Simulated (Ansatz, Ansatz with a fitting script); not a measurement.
# Mesh, cutoff and frequencies in RPA: Li3OCl (Pm-3m), part 2 of 4

How far must mesh and response cutoff go for RPA on Li3OCl (Pm-3m)?

Ansatz 0.2.0; EXX+RPA on PBEsol, plane waves, norm-conserving pseudopotentials.

So far. Step 7 (Response cutoff, 3×3×3 mesh, cutoffs to 240 eV, 529 …): Extrapolated from these cutoffs, the correlation energy is -5.99 eV per atom (fit error 0.05); such a limit moves with the range of cutoffs.

### Step 8. Bands, 3×3×3 mesh, cutoffs to 160 eV, 24 empty bands

Contents of input.yaml:

```yaml
crystal:
  lattice:
    - [3.908337, 0.0, 0.0]
    - [0.0, 3.908337, 0.0]
    - [0.0, 0.0, 3.908337]
  atoms:
    - { symbol: Li, position: [0.0, 0.5, 0.5] }
    - { symbol: Li, position: [0.5, 0.0, 0.5] }
    - { symbol: Li, position: [0.5, 0.5, 0.0] }
    - { symbol: Cl, position: [0.0, 0.0, 0.0] }
    - { symbol: O, position: [0.5, 0.5, 0.5] }
kpoints:
  mp_grid: { grid: [3, 3, 3] }
hamiltonian:
  xc: pbesol
  pseudopotentials: { kind: nc, xc_functional: pbe }
scf:
  occupations: { method: fixed }
  lower_state_search: "off"
  convergence: { dr2_threshold: 1.0e-09 }
output:
  rpa_energy:
    ecut_chi_ladder: [96, 112, 128, 144, 160]
    long_wavelength: optical_limit
    n_empty_bands: 24
basis:
  ecutwfc: 1240.0
  xc_grid: 3
```

On the command line:

```
$ ansatz run input.yaml --threads 8 --pin off --max-ram 18432MiB --backend cpu --events-out ev --progress --plain --runs-dir out
```

Numbers of over 12 decimals in the logs are rounded to 6 here.

The program printed:

```text
[...]
Crystal: 5 atoms, lattice volume = 59.700 Å³
Basis set: ecut = 1240 eV, 5887 PW (Γ), exchange–correlation on 135×135×135 points (27 copies of the dense FFT grid, shifted against one another)
Bands: 16, of which v1, the nominal top of the filled ones, is band 11 counted from 1 (10 counted from 0)
Symmetry: 48 space group operations
[...]
k-points: 4 of 27
[...]
E_c(E_cut→∞)            =       -27.838083 ± 0.316973 eV  (E_cut^-3/2 fit over 5 rungs)
[...]
( 0.0000,  0.0000,  0.3333)    0.53588     0.052079           0.046441   0.030512
    ( 0.0000,  0.3333,  0.3333)    0.75785     0.095318           0.083417   0.058633
    ( 0.3333,  0.3333,  0.3333)    0.92817     0.134180           0.115286   0.085737
  core–valence xc dropped  : E_EXX =     -1416.274614 eV   E_EXX+RPA =     -1444.112697 eV
  core–valence xc semilocal: E_EXX =     -1489.616789 eV   E_EXX+RPA =     -1517.454872 eV
[key lines of the parts left out:]
SCF converged after 9 iterations
Free energy (F): -1500.591563 eV
Fermi energy:    2.695449 eV
```

Run time: 5.8 s. Hardware: 8 threads of Arm Neoverse N1, shared host; peak memory 0.54 GiB.

Numbers from this step:

- exact exchange energy: -300.4546 eV
- RPA correlation energy: -27.84 eV

Extrapolated from these cutoffs, the correlation energy is -5.57 eV per atom (fit error 0.06); such a limit moves with the range of cutoffs.

### Step 9. Bands, 3×3×3 mesh, cutoffs to 160 eV, 25 empty bands, volume +5 %

Changes to input.yaml since step 8:

```diff
@@ -2,5 +2,5 @@
   lattice:
-    - [3.908337, 0.0, 0.0]
-    - [0.0, 3.908337, 0.0]
-    - [0.0, 0.0, 3.908337]
+    - [3.972419488, 0.0, 0.0]
+    - [0.0, 3.972419488, 0.0]
+    - [0.0, 0.0, 3.972419488]
   atoms:
@@ -24,3 +24,3 @@
     long_wavelength: optical_limit
-    n_empty_bands: 24
+    n_empty_bands: 25
 basis:
```

The program printed:

```text
[...]
Crystal: 5 atoms, lattice volume = 62.685 Å³
Basis set: ecut = 1240 eV, 6235 PW (Γ), exchange–correlation on 144×144×144 points (27 copies of the dense FFT grid, shifted against one another)
Bands: 16, of which v1, the nominal top of the filled ones, is band 11 counted from 1 (10 counted from 0)
Symmetry: 48 space group operations
[...]
k-points: 4 of 27
[...]
E_c(E_cut→∞)            =       -27.869077 ± 0.299597 eV  (E_cut^-3/2 fit over 5 rungs)
[...]
( 0.0000,  0.0000,  0.3333)    0.52723     0.051112           0.045591   0.030039
    ( 0.0000,  0.3333,  0.3333)    0.74562     0.093701           0.082082   0.057726
    ( 0.3333,  0.3333,  0.3333)    0.91320     0.131998           0.113584   0.084419
  core–valence xc dropped  : E_EXX =     -1416.250827 eV   E_EXX+RPA =     -1444.119904 eV
  core–valence xc semilocal: E_EXX =     -1489.579437 eV   E_EXX+RPA =     -1517.448514 eV
[key lines of the parts left out:]
SCF converged after 9 iterations
Free energy (F): -1500.524558 eV
Fermi energy:    2.333293 eV
```

Wall time 5.9 s (8 threads); peak memory 0.57 GiB; 36 s of CPU time.

Numbers from this step:

```
exact exchange energy  : -299.7047 eV
RPA correlation energy : -27.87 eV
```

Extrapolated from these cutoffs, the correlation energy is -5.57 eV per atom (fit error 0.06); such a limit moves with the range of cutoffs.

### Step 10. Bands, 3×3×3 mesh, cutoffs to 160 eV, 82 empty bands

Changes to input.yaml since step 9:

```diff
@@ -2,5 +2,5 @@
   lattice:
-    - [3.972419488, 0.0, 0.0]
-    - [0.0, 3.972419488, 0.0]
-    - [0.0, 0.0, 3.972419488]
+    - [3.908337, 0.0, 0.0]
+    - [0.0, 3.908337, 0.0]
+    - [0.0, 0.0, 3.908337]
   atoms:
@@ -24,3 +24,3 @@
     long_wavelength: optical_limit
-    n_empty_bands: 25
+    n_empty_bands: 82
 basis:
```

The program printed:

```text
[...]
Crystal: 5 atoms, lattice volume = 59.700 Å³
Basis set: ecut = 1240 eV, 5887 PW (Γ), exchange–correlation on 135×135×135 points (27 copies of the dense FFT grid, shifted against one another)
Bands: 16, of which v1, the nominal top of the filled ones, is band 11 counted from 1 (10 counted from 0)
Symmetry: 48 space group operations
[...]
k-points: 4 of 27
[...]
E_c(E_cut→∞)            =       -27.582403 ± 0.326204 eV  (E_cut^-3/2 fit over 5 rungs)
[...]
( 0.0000,  0.0000,  0.3333)    0.53588     0.052079           0.050432   0.030559
    ( 0.0000,  0.3333,  0.3333)    0.75785     0.095318           0.091942   0.058719
    ( 0.3333,  0.3333,  0.3333)    0.92817     0.134180           0.128977   0.085865
  core–valence xc dropped  : E_EXX =     -1416.274614 eV   E_EXX+RPA =     -1443.857017 eV
  core–valence xc semilocal: E_EXX =     -1489.616789 eV   E_EXX+RPA =     -1517.199192 eV
[key lines of the parts left out:]
SCF converged after 9 iterations
Free energy (F): -1500.591563 eV
Fermi energy:    2.695449 eV
```

Wall time 7.6 s (8 threads); peak memory 0.66 GiB; 49 s of CPU time.

This step gave:

* exact exchange energy: -300.4546 eV
* RPA correlation energy: -27.58 eV

Extrapolated from these cutoffs, the correlation energy is -5.52 eV per atom (fit error 0.07); such a limit moves with the range of cutoffs.

### Step 11. Bands, 3×3×3 mesh, cutoffs to 160 eV, 86 empty bands, volume +5 %

Changes to input.yaml since step 10:

```diff
@@ -2,5 +2,5 @@
   lattice:
-    - [3.908337, 0.0, 0.0]
-    - [0.0, 3.908337, 0.0]
-    - [0.0, 0.0, 3.908337]
+    - [3.972419488, 0.0, 0.0]
+    - [0.0, 3.972419488, 0.0]
+    - [0.0, 0.0, 3.972419488]
   atoms:
@@ -24,3 +24,3 @@
     long_wavelength: optical_limit
-    n_empty_bands: 82
+    n_empty_bands: 86
 basis:
```

The program printed:

```text
[...]
Crystal: 5 atoms, lattice volume = 62.685 Å³
Basis set: ecut = 1240 eV, 6235 PW (Γ), exchange–correlation on 144×144×144 points (27 copies of the dense FFT grid, shifted against one another)
Bands: 16, of which v1, the nominal top of the filled ones, is band 11 counted from 1 (10 counted from 0)
Symmetry: 48 space group operations
[...]
k-points: 4 of 27
[...]
E_c(E_cut→∞)            =       -27.633262 ± 0.308404 eV  (E_cut^-3/2 fit over 5 rungs)
[...]
( 0.0000,  0.0000,  0.3333)    0.52723     0.051112           0.049519   0.030081
    ( 0.0000,  0.3333,  0.3333)    0.74562     0.093701           0.090434   0.057803
    ( 0.3333,  0.3333,  0.3333)    0.91320     0.131998           0.126963   0.084533
  core–valence xc dropped  : E_EXX =     -1416.250827 eV   E_EXX+RPA =     -1443.884090 eV
  core–valence xc semilocal: E_EXX =     -1489.579437 eV   E_EXX+RPA =     -1517.212700 eV
[key lines of the parts left out:]
SCF converged after 9 iterations
Free energy (F): -1500.524558 eV
Fermi energy:    2.333293 eV
```

Run time: 7.9 s. Hardware: 8 threads; peak memory 0.72 GiB; 50 s of CPU time.

This step gave:

* exact exchange energy: -299.7047 eV
* RPA correlation energy: -27.63 eV

Extrapolated from these cutoffs, the correlation energy is -5.53 eV per atom (fit error 0.06); such a limit moves with the range of cutoffs.

### Step 12. k mesh, 2×2×2 mesh, cutoffs to 160 eV, 274 empty bands

input.yaml, the sections that differ from step 11:

```yaml
crystal:
  lattice:
    - [3.908337, 0.0, 0.0]
    - [0.0, 3.908337, 0.0]
    - [0.0, 0.0, 3.908337]
  atoms:
    - { symbol: Li, position: [0.0, 0.5, 0.5] }
    - { symbol: Li, position: [0.5, 0.0, 0.5] }
    - { symbol: Li, position: [0.5, 0.5, 0.0] }
    - { symbol: Cl, position: [0.0, 0.0, 0.0] }
    - { symbol: O, position: [0.5, 0.5, 0.5] }
kpoints:
  mp_grid: { grid: [2, 2, 2] }
output:
  rpa_energy:
    ecut_chi_ladder: [96, 112, 128, 144, 160]
    long_wavelength: optical_limit
    n_empty_bands: 274
# hamiltonian, scf, basis: as in step 11
```

The program printed:

```text
[...]
Crystal: 5 atoms, lattice volume = 59.700 Å³
Basis set: ecut = 1240 eV, 5887 PW (Γ), exchange–correlation on 135×135×135 points (27 copies of the dense FFT grid, shifted against one another)
Bands: 16, of which v1, the nominal top of the filled ones, is band 11 counted from 1 (10 counted from 0)
Symmetry: 48 space group operations
[...]
k-points: 4 of 8
[...]
E_c(E_cut→∞)            =       -27.469160 ± 0.304641 eV  (E_cut^-3/2 fit over 5 rungs)
[...]
( 0.0000,  0.0000,  0.5000)    0.80382     0.106836           0.106140   0.066249
    ( 0.0000,  0.5000,  0.5000)    1.13677     0.183145           0.181694   0.121699
    ( 0.5000,  0.5000,  0.5000)    1.39225     0.249403           0.247138   0.175648
  core–valence xc dropped  : E_EXX =     -1416.184149 eV   E_EXX+RPA =     -1443.653309 eV
  core–valence xc semilocal: E_EXX =     -1489.533647 eV   E_EXX+RPA =     -1517.002807 eV
[key lines of the parts left out:]
SCF converged after 9 iterations
Free energy (F): -1500.443174 eV
Fermi energy:    2.835668 eV
```

Wall time 13 s (8 threads); peak memory 1.5 GiB.

Numbers from this step:

| Property | Result |
| --- | --- |
| exact exchange energy | -300.7122 eV |
| RPA correlation energy | -27.47 eV |

Extrapolated from these cutoffs, the correlation energy is -5.49 eV per atom (fit error 0.06); such a limit moves with the range of cutoffs.

### Step 13. k mesh, 2×2×2 mesh, cutoffs to 160 eV, 288 empty bands, volume +5 %

Changes to input.yaml since step 12:

```diff
@@ -2,5 +2,5 @@
   lattice:
-    - [3.908337, 0.0, 0.0]
-    - [0.0, 3.908337, 0.0]
-    - [0.0, 0.0, 3.908337]
+    - [3.972419488, 0.0, 0.0]
+    - [0.0, 3.972419488, 0.0]
+    - [0.0, 0.0, 3.972419488]
   atoms:
@@ -24,3 +24,3 @@
     long_wavelength: optical_limit
-    n_empty_bands: 274
+    n_empty_bands: 288
 basis:
```

The program printed:

```text
[...]
Crystal: 5 atoms, lattice volume = 62.685 Å³
Basis set: ecut = 1240 eV, 6235 PW (Γ), exchange–correlation on 144×144×144 points (27 copies of the dense FFT grid, shifted against one another)
Bands: 16, of which v1, the nominal top of the filled ones, is band 11 counted from 1 (10 counted from 0)
Symmetry: 48 space group operations
[...]
k-points: 4 of 8
[...]
E_c(E_cut→∞)            =       -27.459511 ± 0.332715 eV  (E_cut^-3/2 fit over 5 rungs)
[...]
( 0.0000,  0.0000,  0.5000)    0.79085     0.105040           0.104357   0.065219
    ( 0.0000,  0.5000,  0.5000)    1.11843     0.180424           0.179000   0.119836
    ( 0.5000,  0.5000,  0.5000)    1.36979     0.245837           0.243618   0.173031
  core–valence xc dropped  : E_EXX =     -1416.173311 eV   E_EXX+RPA =     -1443.632822 eV
  core–valence xc semilocal: E_EXX =     -1489.508351 eV   E_EXX+RPA =     -1516.967863 eV
[key lines of the parts left out:]
SCF converged after 9 iterations
Free energy (F): -1500.392173 eV
Fermi energy:    2.462214 eV
```

Wall time 15 s (8 threads); peak memory 1.7 GiB.

This step gave:

* exact exchange energy: -299.9460 eV
* RPA correlation energy: -27.46 eV

Extrapolated from these cutoffs, the correlation energy is -5.49 eV per atom (fit error 0.07); such a limit moves with the range of cutoffs.

### Step 14. Long-wave term, 3×3×3 mesh, cutoffs to 160 eV, 274 empty bands

input.yaml, the sections that differ from step 13:

```yaml
crystal:
  lattice:
    - [3.908337, 0.0, 0.0]
    - [0.0, 3.908337, 0.0]
    - [0.0, 0.0, 3.908337]
  atoms:
    - { symbol: Li, position: [0.0, 0.5, 0.5] }
    - { symbol: Li, position: [0.5, 0.0, 0.5] }
    - { symbol: Li, position: [0.5, 0.5, 0.0] }
    - { symbol: Cl, position: [0.0, 0.0, 0.0] }
    - { symbol: O, position: [0.5, 0.5, 0.5] }
kpoints:
  mp_grid: { grid: [3, 3, 3] }
output:
  rpa_energy:
    ecut_chi_ladder: [96, 112, 128, 144, 160]
    long_wavelength: neglected
    n_empty_bands: 274
# hamiltonian, scf, basis: as in step 13
```

The program printed:

```text
[...]
Crystal: 5 atoms, lattice volume = 59.700 Å³
Basis set: ecut = 1240 eV, 5887 PW (Γ), exchange–correlation on 135×135×135 points (27 copies of the dense FFT grid, shifted against one another)
Bands: 16, of which v1, the nominal top of the filled ones, is band 11 counted from 1 (10 counted from 0)
Symmetry: 48 space group operations
[...]
k-points: 4 of 27
[...]
E_c(E_cut→∞)            =       -27.409461 ± 0.326456 eV  (E_cut^-3/2 fit over 5 rungs)
[...]
( 0.0000,  0.0000,  0.3333)    0.53588     0.052079           0.051774   0.030566
    ( 0.0000,  0.3333,  0.3333)    0.75785     0.095318           0.094696   0.058731
    ( 0.3333,  0.3333,  0.3333)    0.92817     0.134180           0.133230   0.085883
  core–valence xc dropped  : E_EXX =     -1416.514333 eV   E_EXX+RPA =     -1443.923794 eV
  core–valence xc semilocal: E_EXX =     -1489.856508 eV   E_EXX+RPA =     -1517.265969 eV
[key lines of the parts left out:]
SCF converged after 9 iterations
Free energy (F): -1500.591563 eV
Fermi energy:    2.695449 eV
```

The job ended after 17 s (8 threads; peak memory 1.5 GiB).

This step gave:

```
exact exchange energy  : -300.6943 eV
RPA correlation energy : -27.41 eV
```

Extrapolated from these cutoffs, the correlation energy is -5.48 eV per atom (fit error 0.07); such a limit moves with the range of cutoffs.

### Step 15. Long-wave term, 3×3×3 mesh, cutoffs to 160 eV, 288 empty bands, volume +5 %

Changes to input.yaml since step 14:

```diff
@@ -2,5 +2,5 @@
   lattice:
-    - [3.908337, 0.0, 0.0]
-    - [0.0, 3.908337, 0.0]
-    - [0.0, 0.0, 3.908337]
+    - [3.972419488, 0.0, 0.0]
+    - [0.0, 3.972419488, 0.0]
+    - [0.0, 0.0, 3.972419488]
   atoms:
@@ -24,3 +24,3 @@
     long_wavelength: neglected
-    n_empty_bands: 274
+    n_empty_bands: 288
 basis:
```

The program printed:

```text
[...]
Crystal: 5 atoms, lattice volume = 62.685 Å³
Basis set: ecut = 1240 eV, 6235 PW (Γ), exchange–correlation on 144×144×144 points (27 copies of the dense FFT grid, shifted against one another)
Bands: 16, of which v1, the nominal top of the filled ones, is band 11 counted from 1 (10 counted from 0)
Symmetry: 48 space group operations
[...]
k-points: 4 of 27
[...]
E_c(E_cut→∞)            =       -27.469938 ± 0.308937 eV  (E_cut^-3/2 fit over 5 rungs)
[...]
( 0.0000,  0.0000,  0.3333)    0.52723     0.051112           0.050819   0.030087
    ( 0.0000,  0.3333,  0.3333)    0.74562     0.093701           0.093101   0.057813
    ( 0.3333,  0.3333,  0.3333)    0.91320     0.131998           0.131082   0.084549
  core–valence xc dropped  : E_EXX =     -1416.481992 eV   E_EXX+RPA =     -1443.951930 eV
  core–valence xc semilocal: E_EXX =     -1489.810602 eV   E_EXX+RPA =     -1517.280540 eV
[key lines of the parts left out:]
SCF converged after 9 iterations
Free energy (F): -1500.524558 eV
Fermi energy:    2.333293 eV
```

Run time: 19 s. Hardware: 8 threads; peak memory 1.8 GiB; 2.1 min of CPU time.

This step gave:

```yaml
exact_exchange_energy: -299.9358 eV
rpa_correlation_energy: -27.47 eV
```

Extrapolated from these cutoffs, the correlation energy is -5.49 eV per atom (fit error 0.06); such a limit moves with the range of cutoffs.

### Step 16. Response cutoff, 3×3×3 mesh, cutoffs to 340 eV, 849 empty bands

input.yaml, the sections that differ from step 15:

```yaml
crystal:
  lattice:
    - [3.908337, 0.0, 0.0]
    - [0.0, 3.908337, 0.0]
    - [0.0, 0.0, 3.908337]
  atoms:
    - { symbol: Li, position: [0.0, 0.5, 0.5] }
    - { symbol: Li, position: [0.5, 0.0, 0.5] }
    - { symbol: Li, position: [0.5, 0.5, 0.0] }
    - { symbol: Cl, position: [0.0, 0.0, 0.0] }
    - { symbol: O, position: [0.5, 0.5, 0.5] }
output:
  rpa_energy:
    ecut_chi_ladder: [204, 238, 272, 306, 340]
    long_wavelength: optical_limit
    n_empty_bands: 849
# kpoints, hamiltonian, scf, basis: as in step 15
```

The program printed:

```text
[...]
Crystal: 5 atoms, lattice volume = 59.700 Å³
Basis set: ecut = 1240 eV, 5887 PW (Γ), exchange–correlation on 135×135×135 points (27 copies of the dense FFT grid, shifted against one another)
Bands: 16, of which v1, the nominal top of the filled ones, is band 11 counted from 1 (10 counted from 0)
Symmetry: 48 space group operations
[...]
k-points: 4 of 27
[...]
E_c(E_cut→∞)            =       -31.539448 ± 0.151839 eV  (E_cut^-3/2 fit over 5 rungs)
[...]
( 0.0000,  0.0000,  0.3333)    0.53588     0.052079           0.052035   0.030514
    ( 0.0000,  0.3333,  0.3333)    0.75785     0.095318           0.095228   0.058612
    ( 0.3333,  0.3333,  0.3333)    0.92817     0.134180           0.134042   0.085701
  core–valence xc dropped  : E_EXX =     -1416.274614 eV   E_EXX+RPA =     -1447.814062 eV
  core–valence xc semilocal: E_EXX =     -1489.616789 eV   E_EXX+RPA =     -1521.156237 eV
[key lines of the parts left out:]
SCF converged after 9 iterations
Free energy (F): -1500.591563 eV
Fermi energy:    2.695449 eV
```

It took 2.1 min on 8 threads; peak memory 5.2 GiB; 15 min of CPU time.

Numbers from this step:

* exact exchange energy: -300.4546 eV
* RPA correlation energy: -31.54 eV

Extrapolated from these cutoffs, the correlation energy is -6.31 eV per atom (fit error 0.03); such a limit moves with the range of cutoffs.

### Step 17. Response cutoff, 3×3×3 mesh, cutoffs to 340 eV, 892 empty bands, volume +5 %

Changes to input.yaml since step 16:

```diff
@@ -2,5 +2,5 @@
   lattice:
-    - [3.908337, 0.0, 0.0]
-    - [0.0, 3.908337, 0.0]
-    - [0.0, 0.0, 3.908337]
+    - [3.972419488, 0.0, 0.0]
+    - [0.0, 3.972419488, 0.0]
+    - [0.0, 0.0, 3.972419488]
   atoms:
@@ -24,3 +24,3 @@
     long_wavelength: optical_limit
-    n_empty_bands: 849
+    n_empty_bands: 892
 basis:
```

The program printed:

```text
[...]
Crystal: 5 atoms, lattice volume = 62.685 Å³
Basis set: ecut = 1240 eV, 6235 PW (Γ), exchange–correlation on 144×144×144 points (27 copies of the dense FFT grid, shifted against one another)
Bands: 16, of which v1, the nominal top of the filled ones, is band 11 counted from 1 (10 counted from 0)
Symmetry: 48 space group operations
[...]
k-points: 4 of 27
[...]
E_c(E_cut→∞)            =       -31.481037 ± 0.158576 eV  (E_cut^-3/2 fit over 5 rungs)
[...]
( 0.0000,  0.0000,  0.3333)    0.52723     0.051112           0.051070   0.030034
    ( 0.0000,  0.3333,  0.3333)    0.74562     0.093701           0.093616   0.057698
    ( 0.3333,  0.3333,  0.3333)    0.91320     0.131998           0.131869   0.084378
  core–valence xc dropped  : E_EXX =     -1416.250827 eV   E_EXX+RPA =     -1447.731865 eV
  core–valence xc semilocal: E_EXX =     -1489.579437 eV   E_EXX+RPA =     -1521.060475 eV
[key lines of the parts left out:]
SCF converged after 9 iterations
Free energy (F): -1500.524558 eV
Fermi energy:    2.333293 eV
```

Wall time 2.3 min (8 threads); peak memory 5.9 GiB.

Numbers from this step:

| Property | Result |
| --- | --- |
| exact exchange energy | -299.7047 eV |
| RPA correlation energy | -31.48 eV |

Extrapolated from these cutoffs, the correlation energy is -6.30 eV per atom (fit error 0.03); such a limit moves with the range of cutoffs.

(Continued in part 3 of 4.)

[Paths, hosts, dates, memory and timing lines, banners, echoed tables and standing remarks are left out of the program output.]

[Logs are printed without paths, hosts, clocks, repeated set-up lines and the standing remarks that a program may print on its own settings, such as how far it seeks lower states.]

[Runs of the session that timed out or met a known fault of the program may be left out.]

[Hosts, paths, dates, database ids (printed as entryN), source tags and the programs' standing remarks are cut or masked in the printed files.]
